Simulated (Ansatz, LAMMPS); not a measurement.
# Settings and their price: liquid Hg22Cd10S32 at 2200 K (64 atoms)

Density of this cell: 6.37 g/cm³. The cell holds 64 atoms: 22 Hg, 10 Cd and 32 S. Its edges and angles: a = 11.962 Å, b = 11.962 Å, c = 11.962 Å, α = 90.0°, β = 90.0°, γ = 90.0°. 64 atoms (22 Hg, 10 Cd, 32 S) placed at random at 6.37 g/cm³, melted at 2500 K for 10 ps at fixed volume with the Stillinger-Weber II-VI potential (Zhou et al., Phys. Rev. B 88, 085309 (2013)). Snapshot at the end of a hold of 5 ps at 2200 K and fixed volume.

Geometry: as built.

Reference run: Kohn-Sham DFT, PBE, PAW (set soft_2, large core), plane waves (Ansatz 0.2.0), cutoff 420 eV, Γ point, fermi-dirac smearing of 0.05 eV.

```
r.m.s. force component                           : 0.5362 eV/Å
pressure                                         : -1.894 GPa
spacing of highest filled and lowest empty level : 0.0554 eV
SCF cycles                                       : 14
time                                             : 26 s on 4 threads of Arm Neoverse V2, shared host
```

Variants, in no order:
A. support functions medium, spacing 0.397 Å
B. support functions medium, spacing 0.331 Å
C. support functions medium

**Question.** Rank the variants by how far their forces lie from the reference's, least first.

C, B, A.

```csv
variant,"Δ force, r.m.s. (meV/Å)",share of r.m.s. force (%)
C. support functions medium,0.597,0.111
"B. support functions medium, spacing 0.331 Å",1.86,0.348
"A. support functions medium, spacing 0.397 Å",22.3,4.16
```

[Logs are printed without paths, hosts, clocks, repeated set-up lines and the standing remarks that a program may print on its own settings, such as how far it seeks lower states.]

[Hosts, paths, dates, database ids (printed as entryN), source tags and the programs' standing remarks are cut or masked in the printed files.]
